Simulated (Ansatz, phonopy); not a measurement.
# Quasi-harmonic thermodynamics of K (Im-3m), part 3 of 3

Aim: the lattice, expansion, heat capacity and bulk modulus of K as it warms.

Measurements to reproduce:
- heat capacity C_P per formula unit 29.4 J/mol/K near room temperature (given in “High-Throughput Prediction of Finite-Temperature Properties using the Quasi-Harmonic Approximation”, 2016, arXiv:1603.06924)

Ansatz 0.2.0; DFT PBEsol, scalar-relativistic, plane waves, PAW.

So far, principal linear expansion coefficients at 298 K (× 1e-6/K): step 6 (phonons on strained cells, cutoff 550 eV) 86.7. Also isothermal bulk modulus at 298 K (GPa): step 6 2.81. The relaxed cell has a = 5.215 Å (conventional setting).

The database entry behind the starting cell lists a temperature near 5 K, so it need not match the best structure at ambient conditions.

**8. Phonons on strained cells, cutoff 487.2 eV, k-mesh 20×20×20**

Thermal expansion follows from how the free energy of the vibrations (and of the electrons in a metal) changes with strain, so the program makes strained cells, their phonons and a fit in one run.

This step: DFT PBEsol, scalar-relativistic, plane waves, PAW (Ansatz 0.2.0).

Input file input.yaml:

```yaml
crystal:
  lattice:
    - [-2.6074342262, 2.6074342262, 2.6074342262]
    - [2.6074342262, -2.6074342262, 2.6074342262]
    - [2.6074342262, 2.6074342262, -2.6074342262]
  atoms:
    - { symbol: K, position: [0.0, 0.0, 0.0] }
kpoints:
  mp_grid: { grid: [20, 20, 20] }
hamiltonian:
  xc: pbesol
scf:
  occupations: { method: methfessel_paxton, width: 0.2 }
  lower_state_search: "off"
output:
  eigenvalues: true
phonons:
  method: dfpt
  qmesh: [4, 4, 4]
  temperatures: { t_max: 300.0, t_step: 25 }
  thermal_expansion: {}
```

Command:

```
> ansatz run input.yaml --threads 4 --pin off --max-ram 16384MiB --backend cpu --events-out ev --progress --plain --runs-dir out
```

Numbers of over 12 decimals in the logs are rounded to 6 here.

The log of the run:

```text
The last accepted step is kept in <dir> (removed where the run ends without a failure and the disk answers)
Engine: ansatz 0.2.0, aarch64-unknown-linux-gnu
Pseudopotentials: kind: paw
Pseudopotential: K, paw, valence charge 9, recommended cutoff 420 eV (normal), K.paw.azcp
Functional definition: PBEsol
  exchange = pbesol_x
  correlation = pbesol_c
Crystal: 1 atoms, lattice volume = 70.909 Å³
Basis set: ecut = 487.2 eV, 1745 PW (Γ), exchange–correlation on 72×72×72 points (8 copies of the dense FFT grid, shifted against one another)
Bands: 9, of which v1, the nominal top of the filled ones, is band 5 counted from 1 (4 counted from 0)
Symmetry: 48 space group operations
Space group: Im-3m (ITA 229), of the structure as read, at distance tolerance 4.1e-5 Å
k-points: 256 of 8000
Non-local potential: K, projectors of the file, l = 0: 3, l = 1: 2, l = 2: 2
PAW form: soft (Blöchl's): semilocal exchange-correlation on the pseudo side does not see the compensation charge
PAW frozen core: K, regenerated for the run's functional, and the local potential with it (the file was generated under x = pbe(κ = 0.804, μ = 0.219515), c = pbe(β = 0.066725))
PAW one-centre angular grid: K, 110 points (default); XC on 64 Gauss nodes
Initial density: superposition of atomic densities (neutral atoms: chi_scale 0, normalization atom), corrected by the library's trained network
Initial wavefunctions: pseudopotential atomic-orbital guess
Functional: x = pbesol(κ = 0.804, μ = 0.123457), c = pbesol(β = 0.046)
SCF iter   1: F=—  HF=-1516.028569 eV  |F-HF|=—  |Δ(HF+E_count)|=         —  Δρ=1.25e-3  dr2=6.14e-4  ethr=1.77e-3  ⟨swp⟩=5.0  Hψ=16379  notcnv=0
preconditioner: auto → Kerker (q_TF=auto, 1.934 Å⁻¹)  [metal: Δε(μ)=0.049 eV  Ē_g=4.117 eV  σ=0.200 eV  W_gap=0.20  n_scr=12 (ndim 8)  ℏωp=4.4 eV  f_vac=0.000  D(μ)=0.75/eV (n_scr^D=0)]
SCF iter   2: F=—  HF=-1516.028142 eV  |F-HF|=—  |Δ(HF+E_count)|=   4.26e-4  S|Δr|=    0.00e0  Δρ=5.27e-4  dr2=7.78e-5  ethr=6.83e-6  ⟨swp⟩=2.1  Hψ=5248  notcnv=0
SCF iter   3: F=—  HF=-1516.028144 eV  |F-HF|=—  |Δ(HF+E_count)|=   1.37e-6  S|Δr|=    0.00e0  Δρ=1.56e-4  dr2=1.12e-5  ethr=8.64e-7  ⟨swp⟩=1.8  Hψ=2850  notcnv=0
SCF iter   4: F=—  HF=-1516.028144 eV  |F-HF|=—  |Δ(HF+E_count)|=   4.15e-7  S|Δr|=    0.00e0  Δρ=3.14e-5  dr2=5.99e-7  ethr=1.25e-7  ⟨swp⟩=2.5  Hψ=3182  notcnv=0
SCF iter   5: F=—  HF=-1516.028145 eV  |F-HF|=—  |Δ(HF+E_count)|=   7.73e-7  S|Δr|=    0.00e0  Δρ=3.30e-6  dr2=5.02e-9  ethr=6.66e-9  ⟨swp⟩=1.6  Hψ=2501  notcnv=0
SCF iter   6: F=—  HF=-1516.028145 eV  |F-HF|=—  |Δ(HF+E_count)|=   9.54e-9  S|Δr|=    0.00e0  Δρ=6.83e-7  dr2=3.70e-10  ethr=5.58e-11  ⟨swp⟩=2.1  Hψ=3459  notcnv=0
[...]
SCF converged after 8 iterations
Stability not checked: this state was not tested for a lower state beside it, because cold or Methfessel-Paxton smearing, or corrected tetrahedra, fill the levels in a way that the test cannot read (fill_not_monotonic; see scf.lower_state_search)
Free energy (F): -1516.028145 eV
Harris-Foulkes:  -1516.028145 eV  (|F-HF|=2.27e-13)
Internal energy: -1516.028451 eV  (E = F + TS)
E sigma→0 (E₀):  -1516.028222 eV
Entropy (-TS):   0.000306 eV (0.306 meV/atom)
Fermi energy:    1.869999 eV
--- Per-component energies (eV) ---
  E_band       = -141.089664
  E_kinetic    = 251.960284
  E_local      = -746.509738  (includes V_loc(G=0)·N_el)
  E_nonlocal   = 13.827382
  E_hartree    = 265.374161
  E_xc         = -131.993093
  E_vxc        = -161.696828  (∫ρ·V_xc dr)
  E_paw        = -761.815035  (= ΣΔE_a)
  E_vpaw       = -29.419108  (= ΣTr[D̂ρ^β])
  E_aug_tail   = -0.000002  (compensation charges beyond the density's cutoff)
  E_ewald      = -406.980294
  E_core_change = 0.107885  (= ΣΔE_core)
  E_smearing   = 0.000306  (= −TS)
  E_closure    = 0.000000  (closes the sum)
  Σ components = -1516.028145   (vs F -1516.028145, Δ=0.00e0)
--- Forces (eV/Å), atoms counted from 1 ---
  atom   1  K      0.00000000    -0.00000000     0.00000000
  max |Σ_I F_I| component: 2.41e-32 eV/Å
--- Stress (GPa, compression-positive) ---
       -0.003382       0.000000       0.000000
        0.000000      -0.003382      -0.000000
        0.000000       0.000000      -0.003382
  P = ⅓ Tr σ = -0.0034 GPa (-0.034 kbar)
--- Band table (eV; the first three rows and the last of 256) ---
  k-point 0: bands = ["-30.1085", "-13.6183", "-13.6183", "-13.6183", "-0.3487", "6.1835", "6.1835", "6.1835", "7.1138"]
  k-point 1: bands = ["-30.1084", "-13.6203", "-13.6190", "-13.6183", "-0.3165", "6.1403", "6.1424", "6.2092", "7.0422"]
  k-point 2: bands = ["-30.1080", "-13.6259", "-13.6208", "-13.6183", "-0.2207", "5.9854", "6.0230", "6.2860", "6.9176"]
  k-point 255: bands = ["-30.0996", "-13.6745", "-13.6745", "-13.6745", "3.5194", "3.5194", "5.4218", "5.4218", "5.4218"]
── thermal expansion: 3 new cells, 3 in all ──
thermal expansion: relaxation of cell 2
thermal expansion: relaxation of cell 3
── thermal expansion: 2 new cells, 5 in all ──
thermal expansion: relaxation of cell 4
thermal expansion: electrons of cell 4
thermal expansion: phonons of cell 4
thermal expansion: relaxation of cell 5
thermal expansion: electrons of cell 1
thermal expansion: electrons of cell 2
thermal expansion: electrons of cell 3
thermal expansion: electrons of cell 5
thermal expansion: phonons of cell 5
── thermal expansion: 7 new cells, 12 in all ──
thermal expansion: relaxation of cell 6
thermal expansion: relaxation of cell 7
thermal expansion: relaxation of cell 8
thermal expansion: relaxation of cell 9
thermal expansion: relaxation of cell 10
thermal expansion: relaxation of cell 11
thermal expansion: relaxation of cell 12
thermal expansion: electrons of cell 6
thermal expansion: electrons of cell 7
thermal expansion: electrons of cell 8
thermal expansion: electrons of cell 9
thermal expansion: electrons of cell 10
thermal expansion: electrons of cell 11
thermal expansion: electrons of cell 12
thermal expansion: phonons of cell 6
thermal expansion: phonons of cell 7
thermal expansion: phonons of cell 8
thermal expansion: phonons of cell 9
```

Elapsed: 58 min, on 4 threads of Arm Neoverse V2, shared host; peak memory 9.7 GiB.

The run was cut off at its time limit.

**9. The quasi-harmonic study, cutoff 487.2 eV**

The study relaxes the crystal at several strains, solves the phonons on some of them and minimises the free energy at each temperature (static energy, vibrations, the electrons in a metal, and PV under a set pressure); the q-mesh sets how far the force constants reach.

Edit input.yaml of step 8 so:

```diff
@@ -8,3 +8,3 @@
 kpoints:
-  mp_grid: { grid: [20, 20, 20] }
+  mp_grid: { grid: [12, 12, 12] }
 hamiltonian:
```

The log of the run:

```text
[...]
Crystal: 1 atoms, lattice volume = 70.909 Å³
Basis set: ecut = 487.2 eV, 1745 PW (Γ), exchange–correlation on 72×72×72 points (8 copies of the dense FFT grid, shifted against one another)
Bands: 9, of which v1, the nominal top of the filled ones, is band 5 counted from 1 (4 counted from 0)
Symmetry: 48 space group operations
[...]
k-points: 72 of 1728
[...]
298.15    4.61775    4.61775    4.61775    75.7998 |   86.64   86.64   86.64  259.91 |       - |    27.961    25.375 |     2.81     3.10
   300.00    4.61849    4.61849    4.61849    75.8363 |   86.85   86.85   86.85  260.56 |  260.30 |    27.991    25.380 |     2.81     3.10
[...]
vibrations' free energy: its fit leaves 0.0000 meV an atom at the most
[...]
free energies summed between the sampled wave vectors
[...]
[key lines of the parts left out:]
SCF converged after 8 iterations
Free energy (F): -1516.027465 eV
Fermi energy:    1.851155 eV
P = ⅓ Tr σ = -0.0000 GPa (-0.000 kbar)
```

Run time: 16 min. Hardware: 4 threads; peak memory 2.9 GiB; 61 min of CPU time.

Strained cells of the study; zero-point energy where phonons were solved; the pressures are stresses at a fixed cutoff and can carry an offset from the finite basis. Expansion cells, by row:

```
cell  |a| (Å)  |b| (Å)  |c| (Å)  V (Å³/atom)  E - E_lowest (meV/atom)  pressure, compression positive (GPa)  gap (eV)  zero-point energy (meV/atom)
   1    4.516    4.516    4.516        70.91                        0                                     0         -                             -
   2    4.552    4.552    4.552        72.62                    0.465                                -0.085         -                             -
   3     4.48     4.48     4.48        69.23                    0.477                                 0.093         -                             -
   4    4.516    4.516    4.516        70.92                        0                                -0.001         -                         9.575
   5    4.539    4.539    4.539        71.99                    0.187                                -0.055         -                         9.395
   6    4.569    4.569    4.569        73.43                    0.988                                -0.122         -                         9.157
   7    4.596    4.596    4.596        74.72                    2.193                                -0.177         -                         8.949
   8    4.622    4.622    4.622        76.03                    3.853                                -0.228         -                         8.742
   9    4.649    4.649    4.649        77.37                    5.955                                -0.276         -                         8.535
  10    4.472    4.472    4.472        68.83                    0.743                                 0.117         -                             -
  11    4.494    4.494    4.494        69.87                    0.182                                 0.057         -                             -
  12    4.687    4.687    4.687        79.24                    9.536                                -0.336         -                             -
```

Changing the cutoff (550 → 487.2 eV) takes the volume expansion at 298 K from 260 to 260 × 10⁻⁶/K and B_T from 2.81 to 2.81 GPa.

**10. Free-energy fit**

This step: DFT PBEsol, scalar-relativistic, plane waves, PAW (phonopy 4.10.0).

Table of energy (each curve on its own zero) by volume; values in meV/atom:

```
volume (Å³/atom)  static  F at 0 K  F at 300 K
           70.92       0      0.52        4.31
           71.99    0.19      0.52        3.05
           73.43    0.99      1.09        1.88
           74.72    2.19      2.08        1.32
           76.03    3.85      3.54        1.18
           77.37    5.95      5.43        1.43
```

Phonopy-qha, vinet fit of F(V) at each temperature. Qha vinet, by row:

```
T (K)  fitted volume (Å³/atom)  alpha_V (1e-6/K)  B_T (GPa)  C_P (J/mol-atom/K)  Grueneisen
   75                    72.07             186.8        3.5               23.69       1.241
  100                    72.42             199.8       3.43               24.74       1.258
  125                     72.8             208.6       3.36               25.36        1.27
  150                    73.18               216       3.29               25.81       1.281
  175                    73.59             222.9       3.21                26.2       1.291
  200                       74             229.9       3.13               26.56       1.301
  225                    74.44             236.9       3.05               26.91       1.312
  250                    74.89             244.4       2.97               27.27       1.323
  275                    75.35             252.3       2.89               27.63       1.335
```

The volume expansion coefficient by temperature; values in 1e-6/K:

```
temperature (K)  phonopy-qha, Vinet  Ansatz's own study
           75.0                 187                 188
          100.0                 200                 200
          125.0                 209                 209
          150.0                 216                 216
          175.0                 223                 223
          200.0                 230                 230
          225.0                 237                 237
          250.0                 244                 244
          275.0                 252                 252
```

**11. What came out**

| Quantity | Value |
| --- | --- |
| settings of these figures | PBEsol, 550 eV, k 12×12×12, q 4×4×4 |
| volume expansion coefficient at 298 K | 259.9 1e-6/K |
| C_P at 298 K | 27.96 J/mol-atom/K |
| entropy at 298 K | 64.50 J/mol-atom/K |
| isothermal bulk modulus at 298 K | 2.813 GPa |
| Grüneisen parameter at 298 K | 1.316 |
| volume at 298 K | 75.8 Å³/atom |
| principal linear expansion coefficients at 298 K | 86.65, 86.65, 86.65 1e-6/K |

What this shows: Near room temperature K expands by 260 × 10⁻⁶/K in volume by PBEsol, with C_P = 28.0 J/(mol K) per mole of atoms and B_T = 2.81 GPa. C_P at room temperature is 112 % of the classical 3R an atom; C_V is 102 %, and the rest is expansion work. In this metal the study includes the electrons' free energy, which adds a term that grows with temperature, so the heat capacities need not level off at 3R. A measured heat capacity per formula unit near room temperature is 29.4 J/mol/K (arXiv:1603.06924); the calculated 28.0 J/mol/K differs by -5 %. Changing the cutoff moves the volume expansion at 298 K between 260 and 260 × 10⁻⁶/K, while the CPU time spans a factor of 1.1. The PAW files were made for PBE and are used here under another functional, for which the program regenerates the frozen cores.

[Logs are printed without paths, hosts, clocks, repeated set-up lines and the standing remarks that a program may print on its own settings, such as how far it seeks lower states.]

[Hosts, paths, dates, database ids (printed as entryN), source tags and the programs' standing remarks are cut or masked in the printed files.]

[A step with changed settings may run another functional than the one named; its input shows which.]
